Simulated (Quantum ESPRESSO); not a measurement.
## CuPd (Skaergaardite): which magnetic order is lowest

A self-consistent run ends on one state, which hangs on the start. Several orders of CuPd (Skaergaardite) are started in Quantum ESPRESSO and their energies compared.

Main program and level: Quantum ESPRESSO 7.5; PBEsol; plane waves with GBRV 1.5 PBEsol potentials, no spin-orbit coupling.

The database entry behind the starting cell differs from later determinations by our own check (about 0.35 % long), so it need not match the best structure at ambient conditions.

**1. Starting point**

The structure is cubic, space group Pm-3m (No. 221). The conventional cell has a = 2.988 Å, b = 2.988 Å, c = 2.988 Å, α = 90.00°, β = 90.00°, γ = 90.00°. Nearest to Cu lie 8 Pd at 2.59 Å. Nearest to Pd lie 8 Cu at 2.59 Å. Farther neighbours are not listed.

The cell comes from the Crystallography Open Database.

**2. Run 1 (ferro ++)**

The signs are those of the starting moments on the seeded atoms, the atoms that are given a moment.

The input, pw.in:

```
&CONTROL
  calculation = 'scf'
  prefix = 'pwscf'
  outdir = './tmp'
  pseudo_dir = './pseudo'
  disk_io = 'nowf'
/
&SYSTEM
  ibrav = 0
  celldm(1) = 8
  nat = 2
  ntyp = 2
  ecutwfc = 40
  ecutrho = 280
  nbnd = 25
  occupations = 'smearing'
  smearing = 'fd'
  degauss = 0.00734986
  nspin = 2
  starting_magnetization(1) = 0.0263
  starting_magnetization(2) = 0.0375
/
&ELECTRONS
  conv_thr = 4d-09
  electron_maxstep = 150
  mixing_beta = 0.3
/
ATOMIC_SPECIES
Cu     63.5460 cu_pbesol_v1.2.uspp.F.UPF
Pd    106.4200 pd_pbesol_v1.4.uspp.F.UPF
CELL_PARAMETERS alat
   0.7058127075477    0.0000000000000    0.0000000000000
   0.0000000000000    0.7058127075477    0.0000000000000
   0.0000000000000    0.0000000000000    0.7058127075477
ATOMIC_POSITIONS crystal
Cu      0.0000000000    0.0000000000    0.0000000000
Pd      0.5000000000    0.5000000000    0.5000000000
K_POINTS automatic
12 12 12 0 0 0
```

Started as:

```bash
$ OMP_NUM_THREADS=1 mpirun -n 4 pw.x -nk 4 -in pw.in > pw.out
```

What it wrote:

```text
Program PWSCF v.7.5 starts

     Message from routine setup:
     using ibrav=0 with symmetry is DISCOURAGED, use correct ibrav instead

     K-points division:     npool     =       4
     Subspace diagonalization in iterative solution of the eigenvalue problem:

     G-vector sticks info
     --------------------
     sticks:   dense  smooth     PW     G-vecs:    dense   smooth      PW
     Sum         717     405    137                14243     6187    1189

     Using Slab Decomposition

     bravais-lattice index     =            0
     lattice parameter (alat)  =       8.0000  a.u.
     unit-cell volume          =     180.0273 (a.u.)^3
     number of atoms/cell      =            2
     number of atomic types    =            2
     number of electrons       =        35.00
     number of Kohn-Sham states=           25
     kinetic-energy cutoff     =      40.0000  Ry
     charge density cutoff     =     280.0000  Ry
     scf convergence threshold =      4.0E-09
     mixing beta               =       0.3000
     number of iterations used =            8  plain     mixing
     Exchange-correlation= SLA  PW   PSX  PSC
                           (   1   4  10   8   0   0   0)

     celldm(1)=   8.000000  celldm(2)=   0.000000  celldm(3)=   0.000000
     celldm(4)=   0.000000  celldm(5)=   0.000000  celldm(6)=   0.000000

     crystal axes: (cart. coord. in units of alat)
               a(1) = (   0.705813   0.000000   0.000000 )
               a(2) = (   0.000000   0.705813   0.000000 )
               a(3) = (   0.000000   0.000000   0.705813 )

     reciprocal axes: (cart. coord. in units 2 pi/alat)
               b(1) = (  1.416806  0.000000  0.000000 )
               b(2) = (  0.000000  1.416806  0.000000 )
               b(3) = (  0.000000  0.000000  1.416806 )

     PseudoPot. # 1 for Cu read from file:
     cu_pbesol_v1.2.uspp.F.UPF
     Pseudo is Ultrasoft + core correction, Zval = 19.0
     Generated by new atomic code, or converted to UPF format
     Using radial grid of  867 points,  6 beta functions with:
                l(1) =   0
                l(2) =   0
                l(3) =   1
                l(4) =   1
                l(5) =   2
                l(6) =   2
     Q(r) pseudized with  8 coefficients,  rinner =    1.150   1.150   1.150
                                                       1.150   1.150

     PseudoPot. # 2 for Pd read from file:
     pd_pbesol_v1.4.uspp.F.UPF
     Pseudo is Ultrasoft + core correction, Zval = 16.0
     Generated by new atomic code, or converted to UPF format
     Using radial grid of  887 points,  6 beta functions with:
                l(1) =   0
                l(2) =   0
                l(3) =   1
                l(4) =   1
                l(5) =   2
                l(6) =   2
     Q(r) pseudized with  8 coefficients,  rinner =    1.130   1.130   1.130
                                                       1.130   1.130

     atomic species   valence    mass     pseudopotential
     Cu               19.00    63.54600     Cu( 1.00)
     Pd               16.00   106.42000     Pd( 1.00)

     Starting magnetic structure
     atomic species   magnetization
     Cu              0.026
     Pd              0.037

     48 Sym. Ops., with inversion, found

   Cartesian axes

     site n.     atom                  positions (alat units)
         1        Cu     tau(   1) = (   0.0000000   0.0000000   0.0000000  )
         2        Pd     tau(   2) = (   0.3529064   0.3529064   0.3529064  )

     number of k points=    84  Fermi-Dirac smearing, width (Ry)=  0.0073
                       cart. coord. in units 2pi/alat
        k(    1) = (   0.0000000   0.0000000   0.0000000), wk =   0.0005787
        k(    2) = (   0.0000000   0.0000000   0.1180672), wk =   0.0034722
        k(    3) = (   0.0000000   0.0000000   0.2361344), wk =   0.0034722
        k(    4) = (   0.0000000   0.0000000   0.3542016), wk =   0.0034722
        k(    5) = (   0.0000000   0.0000000   0.4722688), wk =   0.0034722
        [... 79 further k-points ...]

     Dense  grid:    14243 G-vectors     FFT dimensions: (  32,  32,  32)

     Smooth grid:     6187 G-vectors     FFT dimensions: (  24,  24,  24)

     Generating pointlists ...
     new r_m :   0.2521 (alat units)  2.0171 (a.u.) for type    1
     new r_m :   0.2521 (alat units)  2.0171 (a.u.) for type    2

     Initial potential from superposition of free atoms

     starting charge      33.5000, renormalised to      35.0000

     negative rho (up, down):  4.214E-02 3.909E-02
     Starting wfcs are   25 randomized atomic wfcs

     Self-consistent Calculation

     iteration #  1     ecut=    40.00 Ry     beta= 0.30
     Davidson diagonalization with overlap
     ethr =  1.00E-02,  avg # of iterations =  4.1

     negative rho (up, down):  4.108E-02 3.878E-02

     total energy              =    -601.29404183 Ry
     estimated scf accuracy    <       4.59504027 Ry

     total magnetization       =     0.42 Bohr mag/cell
     absolute magnetization    =     0.47 Bohr mag/cell

     iteration #  2     ecut=    40.00 Ry     beta= 0.30
     Davidson diagonalization with overlap
     ethr =  1.00E-02,  avg # of iterations =  2.0

     negative rho (up, down):  4.117E-02 3.941E-02

     total energy              =    -602.02181341 Ry
     estimated scf accuracy    <       0.43412948 Ry

     total magnetization       =     0.26 Bohr mag/cell
     absolute magnetization    =     0.32 Bohr mag/cell

     iteration #  3     ecut=    40.00 Ry     beta= 0.30
     Davidson diagonalization with overlap
     ethr =  1.24E-03,  avg # of iterations =  2.2

     negative rho (up, down):  4.101E-02 3.950E-02

     total energy              =    -602.13730304 Ry
     estimated scf accuracy    <       0.39579253 Ry

     total magnetization       =     0.17 Bohr mag/cell
     absolute magnetization    =     0.23 Bohr mag/cell

     [... further iterations left out ...]

     iteration # 10     ecut=    40.00 Ry     beta= 0.30
     Davidson diagonalization with overlap
     ethr =  5.75E-08,  avg # of iterations =  1.0

     negative rho (up, down):  4.057E-02 4.057E-02

     total energy              =    -602.16867796 Ry
     estimated scf accuracy    <       0.00000151 Ry

     total magnetization       =     0.00 Bohr mag/cell
     absolute magnetization    =     0.00 Bohr mag/cell

     iteration # 11     ecut=    40.00 Ry     beta= 0.30
     Davidson diagonalization with overlap
     ethr =  4.32E-09,  avg # of iterations =  1.3

     negative rho (up, down):  4.057E-02 4.057E-02

     total energy              =    -602.16867818 Ry
     estimated scf accuracy    <       0.00000014 Ry

     total magnetization       =     0.00 Bohr mag/cell
     absolute magnetization    =     0.00 Bohr mag/cell

     iteration # 12     ecut=    40.00 Ry     beta= 0.30
     Davidson diagonalization with overlap
     ethr =  3.92E-10,  avg # of iterations =  2.0

     negative rho (up, down):  4.057E-02 4.057E-02

     total energy              =    -602.16867811 Ry
     estimated scf accuracy    <       0.00000047 Ry

     total magnetization       =     0.00 Bohr mag/cell
     absolute magnetization    =     0.00 Bohr mag/cell

     iteration # 13     ecut=    40.00 Ry     beta= 0.30
     Davidson diagonalization with overlap
     ethr =  3.92E-10,  avg # of iterations =  2.1

     negative rho (up, down):  4.057E-02 4.057E-02

     Magnetic moment per site  (integrated on atomic sphere of radius R)
     atom   1 (R=0.252)  charge= 17.8566  magn=  0.0000
     atom   2 (R=0.252)  charge= 14.0367  magn=  0.0000

     End of self-consistent calculation

     Number of k-points >= 100: set verbosity='high' to print the bands.

     the Fermi energy is    16.9515 ev

!    total energy              =    -602.16867817 Ry
     estimated scf accuracy    <          5.9E-10 Ry
     smearing contrib. (-TS)   =      -0.00350381 Ry
     internal energy E=F+TS    =    -602.16517437 Ry

     The total energy is F=E-TS. E is the sum of the following terms:
     one-electron contribution =    -323.20635999 Ry
     hartree contribution      =     186.99043611 Ry
     xc contribution           =     -69.56406382 Ry
     ewald contribution        =    -396.38518666 Ry

     total magnetization       =     0.00 Bohr mag/cell
     absolute magnetization    =     0.00 Bohr mag/cell

     convergence has been achieved in  13 iterations

=------------------------------------------------------------------------------=
   JOB DONE.
=------------------------------------------------------------------------------=
```

Elapsed: 21 s, on 4 MPI ranks of Intel Xeon at 2.70GHz, shared host; peak memory 0.33 GiB.

The spin moment in the atom's sphere vanishes on all atoms.

Numbers from this step:

| Quantity | Value |
| --- | --- |
| smearing term TS | 0.04767 eV |
| magnetization | 0 μB |
| absolute magnetization | 0 μB |
| final state | non-magnetic |

**3. Run 2, typed as ferri +−**

Edit pw.in of step 2 so:

```diff
@@ -20,3 +20,3 @@
   starting_magnetization(1) = 0.0263
-  starting_magnetization(2) = 0.0375
+  starting_magnetization(2) = -0.0375
 /
```

What it wrote:

```text
[banner, memory and clock lines left out]
Program PWSCF v.7.5 starts

     Message from routine setup:
     using ibrav=0 with symmetry is DISCOURAGED, use correct ibrav instead

     bravais-lattice index     =            0
     lattice parameter (alat)  =       8.0000  a.u.
     unit-cell volume          =     180.0273 (a.u.)^3
     number of atoms/cell      =            2
     number of atomic types    =            2
     number of electrons       =        35.00
     number of Kohn-Sham states=           25
     kinetic-energy cutoff     =      40.0000  Ry
     charge density cutoff     =     280.0000  Ry
     scf convergence threshold =      4.0E-09
     mixing beta               =       0.3000
     number of iterations used =            8  plain     mixing
     Exchange-correlation= SLA  PW   PSX  PSC
                           (   1   4  10   8   0   0   0)

     celldm(1)=   8.000000  celldm(2)=   0.000000  celldm(3)=   0.000000
     celldm(4)=   0.000000  celldm(5)=   0.000000  celldm(6)=   0.000000

     crystal axes: (cart. coord. in units of alat)
               a(1) = (   0.705813   0.000000   0.000000 )
               a(2) = (   0.000000   0.705813   0.000000 )
               a(3) = (   0.000000   0.000000   0.705813 )

     reciprocal axes: (cart. coord. in units 2 pi/alat)
               b(1) = (  1.416806  0.000000  0.000000 )
               b(2) = (  0.000000  1.416806  0.000000 )
               b(3) = (  0.000000  0.000000  1.416806 )

     PseudoPot. # 1 for Cu read from file:
     cu_pbesol_v1.2.uspp.F.UPF
     Pseudo is Ultrasoft + core correction, Zval = 19.0

     PseudoPot. # 2 for Pd read from file:
     pd_pbesol_v1.4.uspp.F.UPF
     Pseudo is Ultrasoft + core correction, Zval = 16.0

     atomic species   valence    mass     pseudopotential
     Cu               19.00    63.54600     Cu( 1.00)
     Pd               16.00   106.42000     Pd( 1.00)

     Starting magnetic structure
     atomic species   magnetization
     Cu              0.026
     Pd             -0.037

     48 Sym. Ops., with inversion, found

   Cartesian axes

     site n.     atom                  positions (alat units)
         1        Cu     tau(   1) = (   0.0000000   0.0000000   0.0000000  )
         2        Pd     tau(   2) = (   0.3529064   0.3529064   0.3529064  )

     number of k points=    84  Fermi-Dirac smearing, width (Ry)=  0.0073
                       cart. coord. in units 2pi/alat
        k(    1) = (   0.0000000   0.0000000   0.0000000), wk =   0.0005787
        k(    2) = (   0.0000000   0.0000000   0.1180672), wk =   0.0034722
        k(    3) = (   0.0000000   0.0000000   0.2361344), wk =   0.0034722
        k(    4) = (   0.0000000   0.0000000   0.3542016), wk =   0.0034722
        k(    5) = (   0.0000000   0.0000000   0.4722688), wk =   0.0034722
        [... 79 further k-points ...]

     Dense  grid:    14243 G-vectors     FFT dimensions: (  32,  32,  32)

     Smooth grid:     6187 G-vectors     FFT dimensions: (  24,  24,  24)

     Generating pointlists ...
     new r_m :   0.2521 (alat units)  2.0171 (a.u.) for type    1
     new r_m :   0.2521 (alat units)  2.0171 (a.u.) for type    2

     Initial potential from superposition of free atoms

     starting charge      33.5000, renormalised to      35.0000

     negative rho (up, down):  3.909E-02 4.215E-02
     Starting wfcs are   25 randomized atomic wfcs

     Self-consistent Calculation

     iteration #  1     ecut=    40.00 Ry     beta= 0.30
     Davidson diagonalization with overlap
     ethr =  1.00E-02,  avg # of iterations =  4.1

     negative rho (up, down):  3.878E-02 4.107E-02

     total energy              =    -601.29142461 Ry
     estimated scf accuracy    <       4.60308114 Ry

     total magnetization       =    -0.18 Bohr mag/cell
     absolute magnetization    =     0.30 Bohr mag/cell

     iteration #  2     ecut=    40.00 Ry     beta= 0.30
     Davidson diagonalization with overlap
     ethr =  1.00E-02,  avg # of iterations =  2.0

     negative rho (up, down):  3.941E-02 4.117E-02

     total energy              =    -602.01829812 Ry
     estimated scf accuracy    <       0.44715326 Ry

     total magnetization       =     0.13 Bohr mag/cell
     absolute magnetization    =     0.26 Bohr mag/cell

     [... further iterations left out ...]

     iteration # 16     ecut=    40.00 Ry     beta= 0.30
     Davidson diagonalization with overlap
     ethr =  5.42E-11,  avg # of iterations =  2.0

     negative rho (up, down):  4.057E-02 4.057E-02

     total energy              =    -602.16867817 Ry
     estimated scf accuracy    <       0.00000001 Ry

     total magnetization       =     0.00 Bohr mag/cell
     absolute magnetization    =     0.00 Bohr mag/cell

     iteration # 17     ecut=    40.00 Ry     beta= 0.30
     Davidson diagonalization with overlap
     ethr =  3.86E-11,  avg # of iterations =  1.0

     negative rho (up, down):  4.057E-02 4.057E-02

     Magnetic moment per site  (integrated on atomic sphere of radius R)
     atom   1 (R=0.252)  charge= 17.8565  magn=  0.0000
     atom   2 (R=0.252)  charge= 14.0367  magn=  0.0000

     End of self-consistent calculation

     Number of k-points >= 100: set verbosity='high' to print the bands.

     the Fermi energy is    16.9515 ev

!    total energy              =    -602.16867818 Ry
     estimated scf accuracy    <          7.3E-12 Ry
     smearing contrib. (-TS)   =      -0.00350379 Ry
     internal energy E=F+TS    =    -602.16517438 Ry

     The total energy is F=E-TS. E is the sum of the following terms:
     one-electron contribution =    -323.20594433 Ry
     hartree contribution      =     186.98997435 Ry
     xc contribution           =     -69.56401774 Ry
     ewald contribution        =    -396.38518666 Ry

     total magnetization       =    -0.00 Bohr mag/cell
     absolute magnetization    =     0.00 Bohr mag/cell

     convergence has been achieved in  17 iterations
```

The job ended after 28 s (4 MPI ranks; peak memory 0.33 GiB; 1.8 min of CPU time).

The spin moment in the atom's sphere vanishes on all atoms.

Read from the output:

| Quantity | Value |
| --- | --- |
| smearing term TS | 0.04767 eV |
| magnetization | 0 μB |
| absolute magnetization | 0 μB |
| final state | non-magnetic |

[end of part 1 of 2]

[Logs and program files are shortened in this print: banners, set-up blocks, solver, clock and traceback lines can be left out without a mark of their own.]

[Logs are printed without paths, hosts, clocks, repeated set-up lines and the standing remarks that a program may print on its own settings, such as how far it seeks lower states.]

[Hosts, paths, dates, database ids (printed as entryN), source tags and the programs' standing remarks are cut or masked in the printed files.]

[Where a cell is said to come from a database of computed structures, the database is the Materials Project.]
